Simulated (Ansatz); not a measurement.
# SiWAu in the AlB2 type: lattice stability ahead of a resistivity run

Question: is the lattice of SiWAu in the AlB2 type stable, and if so, what are its coupling constant and resistivity?

Calculated with Ansatz 0.2.0; DFT PBEsol, scalar-relativistic, plane waves, PAW; PAW set soft_1.

Report form: the programs' logs are mostly left out.

The structure was built from a prototype and need not be the compound's stable phase.

## Step 1: Set-up

Symmetry: P-6m2, No. 187, hexagonal system. Conventional cell: a = 3.871 Å, b = 3.871 Å, c = 4.065 Å, α = 90.00°, β = 90.00°, γ = 120.00°. W has 6 Au at 3.02 Å and 6 Si at 3.02 Å nearest. Si has 3 Au at 2.24 Å and 6 W at 3.02 Å nearest. Nearest to Au lie 3 Si at 2.24 Å and 6 W at 3.02 Å. Farther neighbours are not listed.

## Step 2: Relaxation

Lattice constant and positions set the bands and the force constants, so the cell is relaxed first.

Contents of input.yaml:

```yaml
crystal:
  lattice:
    - [3.87126, 0.0, 0.0]
    - [-1.93563, 3.35261, 0.0]
    - [0.0, 0.0, 4.06482]
  atoms:
    - { symbol: W, position: [0.0, 0.0, 0.0] }
    - { symbol: Si, position: [0.33333333, 0.66666667, 0.5] }
    - { symbol: Au, position: [0.66666667, 0.33333333, 0.5] }
kpoints:
  mp_grid: { grid: [9, 9, 8] }
hamiltonian:
  xc: pbesol
  pseudopotentials: { kind: paw, azcp: { folder: soft_1 }, xc_functional: pbe }
scf:
  occupations: { method: gaussian, width: 0.1 }
output:
  forces: true
  stress: true
  eigenvalues: true
relax:
  adjacent_minimum: "off"
  f_tol: 0.005
  max_steps: 80
  cell: { stress_tol: 0.05 }
```

Launch:

```
> ansatz run input.yaml --threads 4 --pin off --max-ram 12288MiB --backend cpu --events-out ev --progress --plain --runs-dir out
```

Wall time 28 s (4 threads of Intel Xeon Platinum 8488C (Sapphire Rapids), shared host); peak memory 0.56 GiB; 1.8 min of CPU time.

Relaxation path:

| step | energy less that of the first step (eV) | largest force component (eV/Å) | pressure (GPa) | volume (Å³) |
| --- | --- | --- | --- | --- |
| 1 | 0.0000 | 0.0000 | -6.96 | 52.76 |
| 2 | -0.3992 | 0.0000 | -3.35 | 50.62 |
| 3 | -0.7829 | 0.0000 | -3.95 | 49.62 |
| 4 | -1.0923 | 0.0000 | -0.15 | 47.71 |
| 5 | -1.3773 | 0.0000 | -1.45 | 46.97 |
| 6 | -1.5536 | 0.0000 | 3.32 | 45.27 |
| 7 | -1.8709 | 0.0000 | 1.14 | 44.97 |
| 8 | -1.9203 | 0.0000 | 7.35 | 43.90 |
| 9 | -1.9647 | 0.0000 | -0.81 | 45.24 |
| 10 | -1.9666 | 0.0000 | -0.09 | 45.12 |
| 11 | -1.9666 | 0.0000 | 0.00 | 45.10 |
| 12* | -1.9697 | 0.0000 | 0.13 | 45.10 |
| 13 | -1.9697 | 0.0000 | 0.01 | 45.13 |
| 14* | -1.9698 | 0.0000 | 0.01 | 45.13 |

Relaxation steps marked * repeat the geometry before them on a plane-wave basis chosen anew for their cell, so energy and pressure can jump there.

The run keeps the 12 symmetry operations that it works with, so distortions that break them were not tested.

| cell as run | before | after | change |
| --- | --- | --- | --- |
| a (Å) | 3.871 | 4.355 | +12.5 % |
| b (Å) | 3.871 | 4.355 | +12.5 % |
| c (Å) | 4.065 | 2.748 | -32.4 % |
| volume (Å³/atom) | 17.59 | 15.04 | -14.5 % |

Final coordinates:

```cif
data_structure
_symmetry_space_group_name_H-M 'P 1'
_symmetry_Int_Tables_number 1
_cell_length_a 4.3546
_cell_length_b 4.3546
_cell_length_c 2.7483
_cell_angle_alpha 90.000
_cell_angle_beta 90.000
_cell_angle_gamma 120.000
_cell_volume 45.13
loop_
_atom_site_label
_atom_site_type_symbol
_atom_site_fract_x
_atom_site_fract_y
_atom_site_fract_z
_atom_site_occupancy
W1 W 0.00000 0.00000 0.00000 1
Si2 Si 0.33333 0.66667 0.50000 1
Au3 Au 0.66667 0.33333 0.50000 1
```

This step gave:

```
pressure          : 0.006371 GPa
volume per atom   : 15.04 Å³/atom
metallic on mesh  : yes
gap on the k-mesh : 0 eV
```

The largest force is now zero by symmetry and the largest stress component 0.0075 GPa.

## Step 3: Relaxation

The cell moved far, so the relaxation is started again from the new cell to confirm it.

input.yaml, the sections that differ from step 2:

```yaml
crystal:
  lattice:
    - [4.3546000065, 0.0, 0.0]
    - [-2.1773000032, 3.7711942289, 0.0]
    - [0.0, 0.0, 2.7483153593]
  atoms:
    - { symbol: W, position: [0.0, 0.0, 0.0] }
    - { symbol: Si, position: [0.3333333333, 0.6666666667, 0.5] }
    - { symbol: Au, position: [0.6666666667, 0.3333333333, 0.5] }
kpoints:
  mp_grid: { grid: [9, 9, 10] }
# hamiltonian, scf, output, relax: as in step 2
```

It took 11 s on 4 threads; peak memory 0.54 GiB; 42 s of CPU time.

Step by step:

| step | energy less that of the first step (eV) | largest force component (eV/Å) | pressure (GPa) | volume (Å³) |
| --- | --- | --- | --- | --- |
| 1 | 0.0000 | 0.0000 | -0.04 | 45.13 |
| 2 | -0.0001 | 0.0000 | 0.19 | 45.10 |
| 3 | 0.0000 | 0.0000 | -0.18 | 45.17 |
| 4 | -0.0001 | 0.0000 | 0.00 | 45.13 |
| 5 | -0.0001 | 0.0000 | 0.00 | 45.13 |

The log counts 1 steps on a newly chosen plane-wave basis, not all of them marked here; energy and pressure can jump at such steps. Relaxation step 3 was tried and not accepted.

| conventional cell, symmetrised | before | after | change |
| --- | --- | --- | --- |
| a (Å) | 4.355 | 4.358 | +0.1 % |
| b (Å) | 4.355 | 4.358 | +0.1 % |
| c (Å) | 2.748 | 2.744 | -0.1 % |
| volume (Å³/atom) | 15.04 | 15.04 | +0.0 % |

The relaxed structure:

```xyz
3
Lattice="4.3577 0.0000 0.0000 -2.1788 3.7739 0.0000 0.0000 0.0000 2.7444" Properties=species:S:1:pos:R:3 pbc="T T T"
W     0.0000    0.0000    0.0000
Si    0.0000    2.5159    1.3722
Au    2.1788    1.2580    1.3722
```

This step gave:

```
pressure : -1.89e-4 GPa
```

The largest force is now zero by symmetry and the largest stress component 3.8e-4 GPa.

## Step 4: Tight relaxation

No force is left; the cell is relaxed once more with another smearing and tight thresholds.

input.yaml, the sections that differ from step 3:

```yaml
crystal:
  lattice:
    - [4.3576744226, 0.0, 0.0]
    - [-2.1788372113, 3.7738567514, 0.0]
    - [0.0, 0.0, 2.7444424529]
  atoms:
    - { symbol: W, position: [0.0, 0.0, 0.0] }
    - { symbol: Si, position: [0.3333333333, 0.6666666667, 0.5] }
    - { symbol: Au, position: [0.6666666667, 0.3333333333, 0.5] }
kpoints:
  mp_grid: { grid: [9, 9, 9] }
scf:
  occupations: { method: methfessel_paxton, width: 0.2 }
relax:
  adjacent_minimum: "off"
  f_tol: 0.001
  max_steps: 60
  cell: { stress_tol: 0.01 }
# hamiltonian, output: as in step 3
```

The job ended after 7.8 s (4 threads; peak memory 0.54 GiB).

Little changed from the start: no atom moved by 0.005 Å and no cell edge by 0.1 %.

Numbers from this step:

```
pressure : -2.75e-4 GPa
```

The largest force is now zero by symmetry and the largest stress component 0.0022 GPa, small enough for phonons.

## Step 5: Phonons by linear response: q 2×2×2, k 4×4×6

Couplings are defined for a stable lattice alone, so phonons come first.

Contents of input.yaml:

```yaml
crystal:
  lattice:
    - [4.3590189656, 0.0, 0.0]
    - [-2.1795094828, 3.7750211598, 0.0]
    - [0.0, 0.0, 2.7423848721]
  atoms:
    - { symbol: W, position: [0.0, 0.0, 0.0] }
    - { symbol: Si, position: [0.3333333333, 0.6666666667, 0.5] }
    - { symbol: Au, position: [0.6666666667, 0.3333333333, 0.5] }
kpoints:
  mp_grid: { grid: [4, 4, 6] }
hamiltonian:
  xc: pbesol
  pseudopotentials: { kind: paw, azcp: { folder: soft_1 }, xc_functional: pbe }
scf:
  occupations: { method: methfessel_paxton, width: 0.2 }
output:
  eigenvalues: true
phonons:
  method: dfpt
  qmesh: [2, 2, 2]
  temperatures: { t_max: 1000, t_step: 50 }
  qpath:
    path:
      - [[0.0, 0.0, 0.0], [0.5, 0.0, 0.0], [0.33333333, 0.33333333, 0.0], [0.0, 0.0, 0.0], [0.0, 0.0, 0.5], [0.5, 0.0, 0.5], [0.33333333, 0.33333333, 0.5], [0.0, 0.0, 0.5]]
      - [[0.5, 0.0, 0.5], [0.5, 0.0, 0.0]]
      - [[0.33333333, 0.33333333, 0.5], [0.33333333, 0.33333333, 0.0]]
    npoints: 10
```

Elapsed: 17 s, on 4 threads; peak memory 0.6 GiB; 63 s of CPU time.

This step gave:

```yaml
share_of_imaginary_modes_in_the_plain_interpolation_between_solved_wavevectors: 0.0891
highest_frequency_solved_or_plainly_interpolated: 305.4 cm⁻¹
```

Solved on the 2×2×2 mesh alone; all other wavevectors are interpolated. Phonon branches along the path, in cm⁻¹:

| point | branch 1 | branch 2 | branch 3 | branch 4 | branch 5 | branch 6 | branch 7 | branch 8 | branch 9 |
| --- | --- | --- | --- | --- | --- | --- | --- | --- | --- |
| Γ | 0 | 0 | 0 | 83 | 111 | 125 | 125 | 278 | 278 |
| halfway | -20 | 43 | 69 | 86 | 104 | 126 | 130 | 283 | 283 |
| M | -39 | 64 | 81 | 85 | 96 | 136 | 137 | 287 | 289 |
| halfway | -25 | 69 | 79 | 85 | 93 | 116 | 155 | 284 | 294 |
| K | 12 | 78 | 79 | 81 | 89 | 107 | 162 | 283 | 296 |
| halfway | -12 | 49 | 71 | 87 | 101 | 120 | 138 | 282 | 286 |
| Γ | 0 | 0 | 0 | 83 | 111 | 125 | 125 | 278 | 278 |
| halfway | 62 | 62 | 85 | 122 | 122 | 128 | 143 | 279 | 279 |
| A | 100 | 100 | 106 | 106 | 109 | 148 | 188 | 281 | 281 |
| halfway | 26 | 74 | 91 | 95 | 146 | 152 | 176 | 288 | 290 |
| L | -53 | -26 | 81 | 83 | 147 | 158 | 173 | 296 | 299 |
| halfway | -63 | -20 | 75 | 95 | 147 | 155 | 172 | 293 | 303 |
| H | -70 | -10 | 64 | 105 | 146 | 151 | 172 | 293 | 305 |
| halfway | -28 | 66 | 90 | 94 | 149 | 153 | 174 | 289 | 294 |
| A | 100 | 100 | 106 | 106 | 109 | 148 | 188 | 281 | 281 |
| jump to L | -53 | -26 | 81 | 83 | 147 | 158 | 173 | 296 | 299 |
| halfway | -31 | 22 | 70 | 123 | 128 | 132 | 147 | 292 | 293 |
| M | -39 | 64 | 81 | 85 | 96 | 136 | 137 | 287 | 289 |
| jump to H | -70 | -10 | 64 | 105 | 146 | 151 | 172 | 293 | 305 |
| halfway | -43 | -30 | 86 | 111 | 130 | 136 | 148 | 288 | 301 |
| K | 12 | 78 | 79 | 81 | 89 | 107 | 162 | 283 | 296 |

Lowest modes at the softest wavevector of the mesh. Modes at q = (0.500, 0.500, 0.500), with each element's share of the kinetic energy (negative means imaginary):

| mode | frequency (cm⁻¹) | W % | Si % | Au % |
| --- | --- | --- | --- | --- |
| 1 | -52.7 | 41 | 0 | 59 |
| 2 | -26.3 | 79 | 19 | 2 |
| 3 | 81.4 | 0 | 8 | 92 |
| 4 | 83.1 | 100 | 0 | 0 |
| 5 | 146.9 | 20 | 77 | 2 |
| 6 | 158.5 | 59 | 2 | 39 |

Displacements in mode 1 (-52.7 cm⁻¹), the largest set to 1, in the home cell:
```
W1   0.00  0.00  0.99
Si2  0.13 -0.07  0.00
Au3  1.00 -0.58  0.00
```

Displacements in mode 2 (-26.3 cm⁻¹), the largest set to 1, in the home cell:
```
W1   0.70 -0.40  0.00
Si2  0.00  0.00 -1.00
Au3  0.00  0.00  0.13
```

Among the solved wavevectors the lowest mode, translations apart, is -52.7 cm⁻¹, imaginary.

## Step 6: Phonons: q 3×3×3, k 6×6×9

An imaginary mode on so few k-points may come from the sampling, so the phonons are repeated with another q and k mesh.

Edit input.yaml of step 5 so:

```diff
@@ -10,3 +10,3 @@
 kpoints:
-  mp_grid: { grid: [4, 4, 6] }
+  mp_grid: { grid: [6, 6, 9] }
 hamiltonian:
@@ -20,3 +20,3 @@
   method: dfpt
-  qmesh: [2, 2, 2]
+  qmesh: [3, 3, 3]
   temperatures: { t_max: 1000, t_step: 50 }
```

The job ended after 86 s (4 threads; peak memory 0.91 GiB; 5.5 min of CPU time).

This step gave:

| Item | Value |
| --- | --- |
| share of imaginary modes in the plain interpolation between solved wavevectors | 0.0502 |
| highest frequency, solved or plainly interpolated | 297.5 cm⁻¹ |

Solved on the 3×3×3 mesh alone; all other wavevectors are interpolated. The phonon branches at the labelled points (cm⁻¹):

| point | branch 1 | branch 2 | branch 3 | branch 4 | branch 5 | branch 6 | branch 7 | branch 8 | branch 9 |
| --- | --- | --- | --- | --- | --- | --- | --- | --- | --- |
| Γ | 0 | 0 | 0 | 88 | 117 | 137 | 137 | 292 | 292 |
| halfway | -50 | 47 | 62 | 86 | 107 | 136 | 136 | 288 | 290 |
| M | -73 | 64 | 67 | 85 | 98 | 137 | 139 | 286 | 294 |
| halfway | -64 | 66 | 69 | 86 | 95 | 114 | 156 | 287 | 294 |
| K | -55 | 70 | 76 | 88 | 88 | 97 | 163 | 288 | 295 |
| halfway | -48 | 53 | 60 | 87 | 104 | 127 | 144 | 288 | 291 |
| Γ | 0 | 0 | 0 | 88 | 117 | 137 | 137 | 292 | 292 |
| halfway | 70 | 70 | 84 | 118 | 118 | 138 | 143 | 284 | 284 |
| A | 94 | 94 | 98 | 98 | 99 | 163 | 188 | 277 | 277 |
| halfway | 76 | 82 | 85 | 97 | 114 | 175 | 179 | 287 | 288 |
| L | 64 | 72 | 77 | 112 | 122 | 176 | 182 | 295 | 297 |
| halfway | 48 | 84 | 90 | 117 | 125 | 176 | 179 | 296 | 297 |
| H | 41 | 89 | 99 | 121 | 130 | 176 | 176 | 297 | 298 |
| halfway | 66 | 79 | 89 | 106 | 114 | 176 | 178 | 289 | 290 |
| A | 94 | 94 | 98 | 98 | 99 | 163 | 188 | 277 | 277 |
| jump to L | 64 | 72 | 77 | 112 | 122 | 176 | 182 | 295 | 297 |
| halfway | -44 | 55 | 101 | 117 | 119 | 139 | 154 | 291 | 296 |
| M | -73 | 64 | 67 | 85 | 98 | 137 | 139 | 286 | 294 |
| jump to H | 41 | 89 | 99 | 121 | 130 | 176 | 176 | 297 | 298 |
| halfway | 44 | 46 | 88 | 107 | 141 | 141 | 151 | 293 | 296 |
| K | -55 | 70 | 76 | 88 | 88 | 97 | 163 | 288 | 295 |

Lowest modes at the softest wavevector of the mesh. Modes at q = (-0.333, 0.333, 0.000), with each element's share of the kinetic energy (negative means imaginary):

| mode | frequency (cm⁻¹) | W % | Si % | Au % |
| --- | --- | --- | --- | --- |
| 1 | -62.1 | 50 | 4 | 47 |
| 2 | 56.5 | 58 | 3 | 39 |
| 3 | 67.9 | 49 | 1 | 50 |
| 4 | 86.3 | 8 | 91 | 1 |
| 5 | 101.9 | 34 | 6 | 60 |
| 6 | 136.1 | 50 | 8 | 43 |

Displacements in mode 1 (-62.1 cm⁻¹), the largest set to 1, in the home cell (x, y, z of the real part, then of the imaginary part):
```
W1   0.58  1.00  0.00  0.03  0.06  0.00
Si2 -0.22 -0.38  0.00  0.34  0.59  0.00
Au3  0.53  0.92  0.00  0.11  0.18  0.00
```

Displacements in mode 2 (56.5 cm⁻¹), the largest set to 1, in the home cell (x, y, z of the real part, then of the imaginary part):
```
W1   0.00  0.00  0.99  0.00  0.00  0.14
Si2  0.00  0.00  0.53  0.00  0.00  0.05
Au3  0.00  0.00  0.76  0.00  0.00 -0.22
```

The modes has structure finer than the step of the table below, so its rows give means over 10 cm⁻¹, whole bins alone (the curve runs from -82.4 to 316 cm⁻¹). Peaks (cm⁻¹: height): Au -54.8: 0.00588, 50.5: 0.0264, 93.2: 0.0248, 135.8: 0.0227, 148.3: 0.0214, 173.4: 0.0216, 291.3: 0.00982; Si 90.7: 0.0394, 291.3: 0.148; W -54.8: 0.0065, 50.5: 0.0184, 93.2: 0.0285, 110.7: 0.0327, 120.8: 0.0312, 173.4: 0.0174.

Phonopy on the run's constants, 15x15x21 mesh, Gaussian sigma 2.8 cm⁻¹. Table of modes by wavenumber; means over each step; values in 1/cm⁻¹/cell:

| wavenumber (cm⁻¹) | Au | Si | W |
| --- | --- | --- | --- |
| -70 | 0.00169 | 1.1e-4 | 0.00186 |
| -60 | 0.00452 | 2.7e-4 | 0.00500 |
| -50 | 0.00512 | 3.2e-4 | 0.00554 |
| -40 | 0.00378 | 2.9e-4 | 0.00393 |
| -30 | 0.00292 | 2.5e-4 | 0.00294 |
| -20 | 0.00180 | 1.6e-4 | 0.00180 |
| -10 | 0.00123 | 1.1e-4 | 0.00113 |
| 0 | 3.2e-4 | 3.1e-5 | 3.0e-4 |
| 10 | 8.8e-4 | 8.6e-5 | 8.4e-4 |
| 20 | 0.00188 | 1.8e-4 | 0.00181 |
| 30 | 0.00416 | 4.1e-4 | 0.00352 |
| 40 | 0.0146 | 0.00143 | 0.00910 |
| 50 | 0.0251 | 0.00215 | 0.0171 |
| 60 | 0.0201 | 0.00141 | 0.0133 |
| 70 | 0.0147 | 0.00111 | 0.0122 |
| 80 | 0.0110 | 0.00792 | 0.0148 |
| 90 | 0.0192 | 0.0349 | 0.0222 |
| 100 | 0.0197 | 0.0200 | 0.0240 |
| 110 | 0.0171 | 0.0216 | 0.0294 |
| 120 | 0.0168 | 0.0107 | 0.0289 |
| 130 | 0.0200 | 0.00293 | 0.0264 |
| 140 | 0.0183 | 0.00201 | 0.0176 |
| 150 | 0.0187 | 0.00140 | 0.0162 |
| 160 | 0.0149 | 0.00103 | 0.0139 |
| 170 | 0.0174 | 0.00123 | 0.0154 |
| 180 | 0.0111 | 0.00110 | 0.00979 |
| 190 | 7.5e-4 | 1.5e-4 | 2.7e-4 |
| 200 | 1.5e-6 | 5.0e-7 | 0 |
| 210 | 0 | 0 | 0 |
| 220 | 0 | 0 | 0 |
| 230 | 0 | 0 | 0 |
| 240 | 0 | 0 | 0 |
| 250 | 0 | 0 | 0 |
| 260 | 0 | 0 | 0 |
| 270 | 2.4e-5 | 3.8e-4 | 0 |
| 280 | 0.00167 | 0.0237 | 6.9e-5 |
| 290 | 0.00832 | 0.124 | 5.9e-4 |
| 300 | 0.00217 | 0.0386 | 2.5e-4 |
| 310 | 3.5e-6 | 9.0e-5 | 7.0e-7 |

No LO-TO term; unit eigenvectors of the mass-weighted matrix. The modes at Γ (shares of kinetic energy by element, %):

| mode | frequency (cm⁻¹) | symmetry | W % | Si % | Au % |
| --- | --- | --- | --- | --- | --- |
| 1 | 0.0 | unnamed | 45 | 7 | 48 |
| 2 | 0.0 | unnamed | 45 | 7 | 48 |
| 3 | 0.0 | unnamed | 45 | 7 | 48 |
| 4 | 87.6 | A2'' | 24 | 74 | 2 |
| 5 | 116.8 | A2'' | 31 | 19 | 50 |
| 6 | 136.6 | E' | 55 | 2 | 43 |
| 7 | 136.6 | E' | 55 | 2 | 43 |
| 8 | 291.6 | E' | 0 | 91 | 9 |
| 9 | 291.6 | E' | 0 | 91 | 9 |

Displacements in mode 4 (87.6 cm⁻¹), the largest set to 1:
```
W1   0.00  0.00 -0.22
Si2  0.00  0.00  1.00
Au3  0.00  0.00  0.06
```

Displacements in mode 9 (291.6 cm⁻¹), the largest set to 1:
```
W1   0.00 -0.03  0.00
Si2  0.00  1.00  0.00
Au3  0.00 -0.12  0.00
```

Among the solved wavevectors the lowest mode, translations apart, is -62.1 cm⁻¹, imaginary.

## Step 7: Phonons by linear response: Fermi–Dirac smearing of 0.3 eV

The phonons are repeated on the same meshes with a wide Fermi–Dirac smearing, to see whether the soft mode comes from sharp features of the Fermi surface.

Edit input.yaml of step 6 so:

```diff
@@ -15,3 +15,3 @@
 scf:
-  occupations: { method: methfessel_paxton, width: 0.2 }
+  occupations: { method: fermi_dirac, width: 0.3 }
 output:
```

The job ended after 92 s (4 threads; peak memory 0.94 GiB; 5.9 min of CPU time).

Numbers from this step:

* share of imaginary modes in the plain interpolation between solved wavevectors: 0.0367
* highest frequency, solved or plainly interpolated: 298.9 cm⁻¹

Solved on the 3×3×3 mesh alone; all other wavevectors are interpolated. Phonon branches along the path, in cm⁻¹:

| point | branch 1 | branch 2 | branch 3 | branch 4 | branch 5 | branch 6 | branch 7 | branch 8 | branch 9 |
| --- | --- | --- | --- | --- | --- | --- | --- | --- | --- |
| Γ | 0 | 0 | 0 | 64 | 112 | 134 | 134 | 285 | 285 |
| halfway | -46 | 45 | 62 | 67 | 105 | 134 | 134 | 288 | 290 |
| M | -63 | 65 | 71 | 74 | 96 | 135 | 138 | 290 | 297 |
| halfway | -49 | 68 | 69 | 73 | 92 | 113 | 156 | 289 | 298 |
| K | -23 | 59 | 75 | 76 | 86 | 103 | 162 | 289 | 299 |
| halfway | -43 | 50 | 60 | 69 | 103 | 125 | 143 | 288 | 292 |
| Γ | 0 | 0 | 0 | 64 | 112 | 134 | 134 | 285 | 285 |
| halfway | 65 | 65 | 106 | 124 | 124 | 130 | 148 | 283 | 283 |
| A | 102 | 102 | 103 | 103 | 131 | 167 | 196 | 281 | 281 |
| halfway | 83 | 91 | 99 | 109 | 140 | 177 | 186 | 287 | 289 |
| L | 72 | 77 | 95 | 112 | 144 | 178 | 183 | 292 | 296 |
| halfway | 57 | 87 | 95 | 117 | 141 | 177 | 181 | 292 | 296 |
| H | 51 | 82 | 104 | 121 | 138 | 177 | 179 | 291 | 297 |
| halfway | 73 | 95 | 96 | 113 | 141 | 178 | 183 | 288 | 291 |
| A | 102 | 102 | 103 | 103 | 131 | 167 | 196 | 281 | 281 |
| jump to L | 72 | 77 | 95 | 112 | 144 | 178 | 183 | 292 | 296 |
| halfway | 15 | 58 | 107 | 119 | 120 | 139 | 157 | 291 | 297 |
| M | -63 | 65 | 71 | 74 | 96 | 135 | 138 | 290 | 297 |
| jump to H | 51 | 82 | 104 | 121 | 138 | 177 | 179 | 291 | 297 |
| halfway | 45 | 56 | 85 | 110 | 142 | 142 | 150 | 291 | 297 |
| K | -23 | 59 | 75 | 76 | 86 | 103 | 162 | 289 | 299 |

Lowest modes at the softest wavevector of the mesh. Modes at q = (0.000, -0.333, 0.000), with each element's share of the kinetic energy (negative means imaginary):

| mode | frequency (cm⁻¹) | W % | Si % | Au % |
| --- | --- | --- | --- | --- |
| 1 | -55.1 | 48 | 4 | 48 |
| 2 | 54.7 | 60 | 2 | 38 |
| 3 | 69.7 | 2 | 93 | 5 |
| 4 | 69.8 | 50 | 1 | 49 |
| 5 | 100.9 | 38 | 4 | 57 |
| 6 | 134.1 | 51 | 8 | 41 |

Displacements in mode 1 (-55.1 cm⁻¹), the largest set to 1, in the home cell (x, y, z of the real part, then of the imaginary part):
```
W1   1.00  0.00  0.00 -0.04  0.00  0.00
Si2  0.72  0.00  0.00 -0.03  0.00  0.00
Au3  0.96  0.00  0.00  0.07  0.00  0.00
```

Displacements in mode 5 (100.9 cm⁻¹), the largest set to 1, in the home cell (x, y, z of the real part, then of the imaginary part):
```
W1   0.00  0.00 -0.81  0.00  0.00 -0.23
Si2  0.00  0.00 -0.01  0.00  0.00  0.73
Au3  0.00  0.00  0.98  0.00  0.00 -0.18
```

Among the solved wavevectors the lowest mode, translations apart, is -55.1 cm⁻¹, imaginary.

Between step 6 and this run (occupations Fermi-Dirac and smearing width 0.3 eV) the value for the lowest on path moves from -72.9 cm⁻¹ to -62.7 cm⁻¹.

## Step 8: What came out

| Quantity | Value |
| --- | --- |
| phonon run of the rows without a label of their own | PBEsol, q 3×3×3, k 6×6×9 |
| softest mode on the q mesh | -62.1 cm⁻¹ at q = (-0.333, 0.333, 0) |
| highest frequency, solved or plainly interpolated | 298 cm⁻¹ |

**Reading.** The lattice is dynamically unstable at this level: a mode at q = (-0.333, 0.333, 0) is imaginary, 62.1i cm⁻¹, so no harmonic coupling constant or resistivity is defined for this structure. These meshes are coarse, and single modes of a metal can move by tens of cm⁻¹ with the k mesh. The coarser mesh found an imaginary mode at another wavevector, which this mesh lacks. Spin–orbit coupling, left out here, matters for Au and W. The phonon runs are not spin-polarised. The PAW files were made for PBE; under other functionals the run regenerates their frozen core. The structure was built by hand as an ordered model, and its stability against other phases was not tested.

[Logs are printed without paths, hosts, clocks, repeated set-up lines and the standing remarks that a program may print on its own settings, such as how far it seeks lower states.]

[Hosts, paths, dates, database ids (printed as entryN), source tags and the programs' standing remarks are cut or masked in the printed files.]
